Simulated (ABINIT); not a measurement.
# BiOBr (P4/nmm): G0W0 with ABINIT, start to end, part 3 of 3

Wanted: ground state, empty states, screening and self-energy for BiOBr (P4/nmm).

ABINIT 10.8.3; PBEsol and many-body steps on it, plane waves. Known limits of the many-body steps: not at the basis limit; no spin-orbit coupling; coarse k mesh.

So far. Step 3 (Bands along the symmetry lines): The gap is 2.096 eV, −0.054 eV from the run before at this level. Step 4 (Empty states on the mesh, 4×4×2 mesh, 151 bands): On this mesh the gap is 2.211 eV. The earlier step found 2.150 eV, so this mesh misses an edge.

The database entry behind the starting cell differs from later determinations by our own check (0.1 to 0.3 % short, probably kX units), so it need not match the best structure at ambient conditions.

## (5) Screening, 4×4×2 mesh, 139 bands, screening to 108.8 eV

The RPA dielectric matrix is built and inverted for each q.

This step: RPA screening on PBEsol, plane waves, norm-conserving pseudopotentials.

File run.abi:

```
acell 3*1.0 Angstrom
rprim 
  3.916000000000 0.000000000000 0.000000000000
  0.000000000000 3.916000000000 0.000000000000
  0.000000000000 0.000000000000 8.077000000000
ntypat 3
znucl 83 35 8
natom 6
typat 1 1 2 2 3 3
xred 
  0.000000000000 0.500000000000 0.154000000000
  0.500000000000 0.000000000000 0.846000000000
  0.000000000000 0.500000000000 0.653000000000
  0.500000000000 0.000000000000 0.347000000000
  0.000000000000 0.000000000000 0.000000000000
  0.500000000000 0.500000000000 0.000000000000
pp_dirpath "pseudos"
pseudos "Bi.upf, Br.upf, O.upf"
ecut 42
ngkpt 4 4 2
nshiftk 1
shiftk 0 0 0
kptopt 1
chksymbreak 0
istwfk *1
occopt 1
irdwfk 1
optdriver 3
nband 139
ecuteps 4
inclvkb 2
awtr 1
symchi 1
indata_prefix "in"
outdata_prefix "out"
tmpdata_prefix "tmp"
```

Run with:

```bash
$ OMP_NUM_THREADS=1 mpirun -n 24 abinit run.abi > log
```

Numbers of over 12 decimals in the logs are rounded to 6 here.

Log:

```text
.Version 10.8.3 of ABINIT. v10.8.2 released Aug 2026.

 Symmetries : space group P4/n m m (#129); Bravais tP (primitive tetrag.)
[... echo of the input left out ...]
== DATASET  1 ==================================================================
-   mpi_nproc: 24, omp_nthreads: 1 (-1 if OMP is not activated)

--- !DatasetInfo
iteration_state: {dtset: 1, }
dimensions: {natom: 6, nkpt: 12, mband: 139, nsppol: 1, nspinor: 1, nspden: 1, mpw: 10904, }
cutoff_energies: {ecut:  42.0, pawecutdg:  -1.0, }
electrons: {nelect:   9.20000000E+01, charge:   0.00000000E+00, occopt:   1.00000000E+00, tsmear:   1.00000000E-02, }

 SCREENING: Calculation of the susceptibility and dielectric matrices

 Based on a program developped by R.W. Godby, V. Olevano, G. Onida, and L. Reining.
 Incorporated in ABINIT by V. Olevano, G.-M. Rignanese, and M. Torrent.
.Using double precision arithmetic ; gwpc =  8

[... cell and pseudopotentials left out ...]
--------------------------------------------------------------------------------

 ==== K-mesh for the wavefunctions ====
 Number of points in the irreducible wedge :    12
[... list of points left out ...]
 Together with 16 symmetry operations and time-reversal symmetry
 yields    32 points in the full Brillouin Zone.

 ==== Q-mesh for the screening function ====
 Number of points in the irreducible wedge :    12
[... list of points left out ...]
 Together with 16 symmetry operations and time-reversal symmetry
 yields    32 points in the full Brillouin Zone.

 setmesh: FFT mesh size selected  =    30x   30x   60
          total number of points  =        54000

 vcoul_init : cutoff-mode = AUXILIARY_FUNCTION
 q-points for optical limit:   1
     1)      0.000010    0.000020    0.000030

- screening: taking advantage of time-reversal symmetry
- Maximum band index for partially occupied states nbvw = 46
- Remaining bands to be divided among processors   nbcw = 93
- Number of bands treated by each node ~3

 Number of electrons calculated from density =   92.0000; Expected =   92.0000
 average of density, n =  0.110067
 r_s =    1.2944
 omega_plasma =   32.0025 [eV]

 calculating chi0 at frequencies [eV] :
  1    0.000000E+00    0.000000E+00
  2    0.000000E+00    3.200247E+01

--------------------------------------------------------------------------------
  q-point number  1        q = ( 0.000000, 0.000000, 0.000000) [r.l.u.]
--------------------------------------------------------------------------------
[... chi0 elements left out ...]
 For q-point:  0.000010 0.000020 0.000030
  dielectric constant =   6.7658
  dielectric constant without local fields =   7.7189

  Average fulfillment of the sum rule on Im[epsilon] for q-point    1 :     48.75  [%]
[... wings left out ...]
  q-point number  2        q = ( 0.250000, 0.000000, 0.000000) [r.l.u.]
--------------------------------------------------------------------------------
[... chi0 elements left out ...]
  Average fulfillment of the sum rule on Im[epsilon] for q-point    2 :     55.66  [%]

 [... 10 further q-points ...]
```

Wall time 4.1 min (24 MPI ranks of Arm Neoverse N1, shared host); peak memory 18 GiB.

Numbers from this step:

```
ε∞ with local fields, on this mesh, along the program's q direction : 6.766
the same without local fields                                       : 7.719
plasma frequency                                                    : 32.00 eV
plane waves in the screening matrix                                 : 337
```

Local fields lower ε∞ by 12 %. On a Γ-centred mesh this coarse the value itself is usually too large, while a short band sum pulls it down.

## (6) Self-energy, 4×4×2 mesh, 139 bands, screening to 108.8 eV

The self-energy is evaluated for the states that the input lists, and the levels follow from it, in one-shot runs by the linearised quasiparticle equation.

This step: G0W0 on PBEsol, plane waves, norm-conserving pseudopotentials.

Changes to run.abi since step 5:

```diff
@@ -27,8 +27,19 @@
 irdwfk 1
-optdriver 3
+optdriver 4
 nband 139
+gwcalctyp 0
+ecutsigx 42
+symsigma 1
+nkptgw 3
+kptgw 
+  0.5000000000 0.0000000000 0.5000000000
+  0.0000000000 0.0000000000 0.5000000000
+  0.0000000000 0.0000000000 0.0000000000
+bdgw 
+  45 48
+  44 48
+  44 48
 ecuteps 4
-inclvkb 2
-awtr 1
-symchi 1
+irdscr 1
+ppmodel 1
 indata_prefix "in"
```

Log:

```text
.Version 10.8.3 of ABINIT. v10.8.2 released Aug 2026.

 Symmetries : space group P4/n m m (#129); Bravais tP (primitive tetrag.)
[... echo of the input left out ...]
== DATASET  1 ==================================================================
-   mpi_nproc: 24, omp_nthreads: 1 (-1 if OMP is not activated)

--- !DatasetInfo
iteration_state: {dtset: 1, }
dimensions: {natom: 6, nkpt: 12, mband: 139, nsppol: 1, nspinor: 1, nspden: 1, mpw: 10904, }
cutoff_energies: {ecut:  42.0, pawecutdg:  -1.0, }
electrons: {nelect:   9.20000000E+01, charge:   0.00000000E+00, occopt:   1.00000000E+00, tsmear:   1.00000000E-02, }

 SIGMA: Calculation of the GW corrections

 Based on a program developped by R.W. Godby, V. Olevano, G. Onida, and L. Reining.
 Incorporated in ABINIT by V. Olevano, G.-M. Rignanese, and M. Torrent.
.Using double precision arithmetic ; gwpc =  8

[... cell and pseudopotentials left out ...]
--------------------------------------------------------------------------------

 ==== K-mesh for the wavefunctions ====
 Number of points in the irreducible wedge :    12
[... list of points left out ...]
 Together with 16 symmetry operations and time-reversal symmetry
 yields    32 points in the full Brillouin Zone.

 ==== Q-mesh for screening function ====
 Number of points in the irreducible wedge :    12
[... list of points left out ...]
 Together with 16 symmetry operations and time-reversal symmetry
 yields    32 points in the full Brillouin Zone.

 vcoul_init : cutoff-mode = AUXILIARY_FUNCTION
 q-points for optical limit:   1
     1)      0.000010    0.000020    0.000030
 setmesh: FFT mesh size selected  =    48x   48x   96
          total number of points  =       221184

 Number of electrons calculated from density =   92.0000; Expected =   92.0000
 average of density, n =  0.110067
 r_s =    1.2944
 omega_plasma =   32.0025 [eV]

 === KS Band Gaps ===
  >>>> For spin  1
   Minimum direct gap =   2.2764 [eV], located at k-point      :   0.0000  0.0000  0.5000
   Fundamental gap    =   2.2113 [eV], Top of valence bands at :   0.5000  0.0000  0.5000
                                       Bottom of conduction at :   0.0000  0.0000  0.5000
 SIGMA fundamental parameters:
 PLASMON POLE MODEL  1
 number of plane-waves for SigmaX                10817
 number of plane-waves for SigmaC and W            337
 number of plane-waves for wavefunctions         10817
 number of bands                                   139
 number of independent spin polarizations            1
 number of spinorial components                      1
 number of k-points in IBZ                          12
 number of q-points in IBZ                          12
 number of symmetry operations                      16
 number of k-points in BZ                           32
 number of q-points in BZ                           32
 number of frequencies for dSigma/dE                 9
 frequency step for dSigma/dE [eV]                0.25
 number of omega for Sigma on real axis              0
 max omega for Sigma on real axis  [eV]           0.00
 zcut for avoiding poles [eV]                     0.10

 EPSILON^-1 parameters (SCR file):
 dimension of the eps^-1 matrix on file            337
 dimension of the eps^-1 matrix used               337
 number of plane-waves for wavefunctions         10817
 number of bands                                   139
 number of q-points in IBZ                          12
 number of frequencies                               2
 number of real frequencies                          1
 number of imag frequencies                          1

 matrix elements of self-energy operator (all in [eV])

 Perturbative Calculation

--- !SelfEnergy_ee
iteration_state: {dtset: 1, }
kpoint     : [   0.500,    0.000,    0.500, ]
spin       : 1
KS_gap     :    4.214
QP_gap     :    5.779
Delta_QP_KS:    1.565
data: !SigmaeeData |
     Band     E0 <VxcDFT>   SigX SigC(E0)      Z dSigC/dE  Sig(E)    E-E0       E
       45   5.243 -16.547 -20.523   3.104   0.801  -0.248 -17.245  -0.698   4.545
       46   5.243 -16.547 -20.523   3.104   0.801  -0.248 -17.245  -0.699   4.545
       47   9.457 -13.749  -9.799  -2.897   0.824  -0.214 -12.882   0.867  10.324
       48   9.457 -13.749  -9.799  -2.897   0.824  -0.214 -12.882   0.867  10.324

--- !SelfEnergy_ee
iteration_state: {dtset: 1, }
kpoint     : [   0.000,    0.000,    0.500, ]
spin       : 1
KS_gap     :    2.276
QP_gap     :    4.211
Delta_QP_KS:    1.935
data: !SigmaeeData |
     Band     E0 <VxcDFT>   SigX SigC(E0)      Z dSigC/dE  Sig(E)    E-E0       E
       44   4.864 -15.232 -19.927   3.184   0.806  -0.241 -16.449  -1.218   3.646
       45   4.864 -15.232 -19.927   3.184   0.806  -0.241 -16.449  -1.218   3.646
       46   5.178 -15.253 -19.583   2.846   0.813  -0.230 -16.460  -1.207   3.971
       47   7.455 -12.249  -8.489  -2.887   0.833  -0.200 -11.521   0.727   8.182
       48   7.787 -12.293  -8.241  -3.063   0.837  -0.194 -11.465   0.827   8.615

--- !SelfEnergy_ee
iteration_state: {dtset: 1, }
kpoint     : [   0.000,    0.000,    0.000, ]
spin       : 1
KS_gap     :    3.013
QP_gap     :    4.887
Delta_QP_KS:    1.874
data: !SigmaeeData |
     Band     E0 <VxcDFT>   SigX SigC(E0)      Z dSigC/dE  Sig(E)    E-E0       E
       44   4.554 -14.966 -19.510   3.168   0.803  -0.245 -16.071  -1.106   3.449
       45   4.554 -14.966 -19.510   3.168   0.803  -0.245 -16.071  -1.106   3.449
       46   4.640 -14.409 -18.347   2.641   0.814  -0.229 -15.465  -1.056   3.584
       47   7.652 -12.998  -9.052  -2.962   0.832  -0.202 -12.179   0.819   8.471
       48   8.581 -13.310  -9.736  -2.752   0.830  -0.205 -12.628   0.682   9.263

== END DATASET(S) ==============================================================
================================================================================

 -outvars: echo values of variables after computation  --------
           etotal      0.0000000000E+00
            nband         139
             nkpt          12
          spgroup         129
 [... the other variables as echoed above ...]

 Calculation completed.
```

Wall time 27 s (24 MPI ranks); peak memory 9.1 GiB; 11 min of CPU time.

This step gave:

| Property | Result |
| --- | --- |
| G0W0 gap on the points computed | 3.637 eV |
| starting gap on the mesh | 2.211 eV |
| k of the valence top | 0.5, 0, 0.5 |
| k of the conduction bottom | 0, 0, 0.5 |
| Z at the valence top | 0.801 |
| Z at the conduction bottom | 0.833 |
| least direct G0W0 gap on the computed points | 4.211 eV |

The gap on the mesh goes from 2.21 eV to 3.64 eV, a correction of +1.43 eV. The start differs from the 2.15 eV found before because the two sample other k points.

Limits: finite bands, cutoff and mesh; no spin-orbit coupling; coarse k mesh. v1 is the top filled band, c1 the lowest empty one. Levels before and after the correction, in eV, zero at the valence-band top of each column:

|  | conduction bottom | valence top |
| --- | --- | --- |
| Kohn-Sham | 2.21 | 0.00 |
| G0W0 | 3.64 | 0.00 |

|  | level | energy (eV) |
| --- | --- | --- |
| Kohn-Sham | (0.5 0 0.5) v2-v1 | 0.000 |
| Kohn-Sham | (0.5 0 0.5) c1-c2 | 4.214 |
| Kohn-Sham | (0 0 0.5) v3-v2 | -0.379 |
| Kohn-Sham | (0 0 0.5) v1 | -0.065 |
| Kohn-Sham | (0 0 0.5) c1 | 2.211 |
| Kohn-Sham | (0 0 0.5) c2 | 2.544 |
| G0W0 | (0.5 0 0.5) v2-v1 | 0.000 |
| G0W0 | (0.5 0 0.5) c1-c2 | 5.779 |
| G0W0 | (0 0 0.5) v3-v2 | -0.899 |
| G0W0 | (0 0 0.5) v1 | -0.574 |
| G0W0 | (0 0 0.5) c1 | 3.637 |
| G0W0 | (0 0 0.5) c2 | 4.070 |

## (7) Where the time went

Times are wall times on 24 MPI ranks of Arm Neoverse N1, shared host, good to a factor of about two.

| step | time | share | memory (GiB) |
| --- | --- | --- | --- |
| ground state | 2.1 min | 20 % | 2.7 |
| bands along the symmetry lines | 1.8 min | 17 % | 2.6 |
| empty states on the mesh | 2.3 min | 21 % | 2.3 |
| screening | 4.1 min | 38 % | 18 |
| self-energy | 27 s | 4 % | 9.1 |

## (8) Results

```
PBEsol gap                           : 2.10 eV, indirect
G0W0 gap on the mesh                 : 3.64 eV
G0W0 gap over the zone (rigid shift) : 3.52 eV
GW settings                          : 4×4×2 mesh, 139 bands, screening to 108.8 eV, Godby-Needs plasmon pole
known limits                         : not at the basis limit; no spin-orbit coupling; coarse k mesh
```

What this shows: G0W0 moves the gap on the mesh from 2.21 eV to 3.64 eV (+1.43 eV), with Z of 0.80 and 0.83 at the edges. The mesh misses the band edges by 0.12 eV in all; a rigid shift gives 3.52 eV for the zone. Local fields lower the RPA ε∞ on this mesh from 7.72 to 6.77; a Γ-centred mesh this coarse tends to raise both, most where the direct gap is narrow, while a short band sum lowers them. Only 3 of the mesh's irreducible points were corrected, so a valley elsewhere could overtake. The dearest step here is «screening». Bands and cutoff are finite, so the gap is not at the basis limit. The miss can reach some tenths of an eV and take either sign; the mesh is an error of its own. In the G0W0 run levels were corrected at 3 k points alone, so a gap called «on the mesh» is the least over those, and an edge elsewhere would be missed. A denser mesh or path gives a starting gap of 2.10 eV: the GW mesh misses a band edge, so its gaps are not the fundamental one. The 4×4×2 mesh is coarse for this cell, which bears on the long-range parts of exchange and screening. Where an edge is built on 6p states of lead, bismuth or thallium, scalar-relativistic gaps usually stand too wide, by a few tenths to over one eV. The many-body steps are scalar-relativistic: spin-orbit coupling is not in them.

[Paths, hosts, dates, memory and timing lines, banners, echoed tables and standing remarks are left out of the program output.]

[Logs are printed without paths, hosts, clocks, repeated set-up lines and the standing remarks that a program may print on its own settings, such as how far it seeks lower states.]

[Runs of the session that timed out or met a known fault of the program may be left out.]

[Hosts, paths, dates, database ids (printed as entryN), source tags and the programs' standing remarks are cut or masked in the printed files.]

[G0W0 gaps are taken among the corrected bands and points alone; a level outside them can change the order at an edge.]

[Where Ansatz stands beside ABINIT at settings called matched, ABINIT's density can come from a denser mesh and the files from another edition; pairs whose starting gaps differed by over 0.03 eV were left out, so agreement reads better than it is.]
